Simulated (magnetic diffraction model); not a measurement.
## TlFeI2F: the ordered moment from one line

Space group I4/mcm (no. 140), a = 7.6740 Å, c = 10.0970 Å.

| site | atom | x | y | z |
| --- | --- | --- | --- | --- |
| 4a | Tl | 0 | 0 | 3/4 |
| 8h | I | 0.2316 | 0.2684 | 1/2 |
| 4d | Fe | 1/2 | 0 | 0 |
| 4b | F | 1/2 | 0 | 1/4 |

The compound is invented for this exercise: a known structure type with other elements, its cell scaled to their sizes and not relaxed.

Only Fe is taken to order (form factors of Fe2+); orders and moment sizes are assumed, and not adapted to the symmetry. Radiation: neutrons of λ = 2.0775 Å, 3° to 65°; isotropic B of 0.13 Å² (Tl), 0.21 Å² (I), 0.21 Å² (Fe) and 0.28 Å² (F). The intensities are simulated: I ∝ L Σ (|F_N|² + |F_M⊥|²) for unpolarised neutrons, with F_M = 2.695 fm/μB × Σ f(s) S exp(2πi Q·r) exp(−B s²) at Q = H ± k (one set where k and −k are equivalent), only the part normal to Q counting and L = 1/(sin²θ cos θ). For collinear order S is the moment m, which repeats by lattice and centring translations R with the sign exp(−2πi k·R). Form factors are spin-only for 3d ions and dipole or tabulated for f ions, scattering lengths are Sears's of 1992, and absorption is left out. A label names one of the reflections at its angle. The strongest nuclear line in the range is 100, and lines under 0.2 are left out.

In a first state the assumed order is k = (0 0 0), collinear moments along [111], 3.33 μB on Fe; signs + at (1/2, 0, 0), − at (0, 1/2, 0), with this pattern:

```
2θ (°)    index  nuclear  magnetic
 19.58  (1 0 1)      0.0      38.9
 22.07  (1 1 0)     13.8       0.0
 23.75  (0 0 2)      4.5       0.0
 31.41  (2 0 0)     31.1       0.0
 32.64  (1 1 2)     50.8       0.0
 37.29  (2 1 1)      2.8      17.6
 39.39  (1 0 3)      0.0       6.0
 39.76  (2 0 2)     50.7       0.0
 45.02  (2 2 0)    100.0       0.0
 48.60  (0 0 4)     45.2       0.0
 49.53  (3 0 1)      0.0       4.0
 50.69  (3 1 0)      4.9       0.0
 51.22  (2 1 3)      1.6       6.2
 51.52  (2 2 2)      3.5       0.0
 53.98  (1 1 4)      5.3       0.0
 56.71  (3 1 2)     35.2       0.0
```
(The table stops after 16 lines; 4 more lie at higher angle.)

**Question.** Nearer the ordering temperature the line at 19.58° has total intensity 9.8 on the same scale, and all moments have shrunk alike. How large is the Fe moment?

The nuclear part, 0.0, stays, so the magnetic part is 9.8 against 38.9. It goes as m², so m = 3.33 × √(9.8/38.9) = 1.67 μB; the value used was 1.67 μB.

[Logs are printed without paths, hosts, clocks, repeated set-up lines and the standing remarks that a program may print on its own settings, such as how far it seeks lower states.]
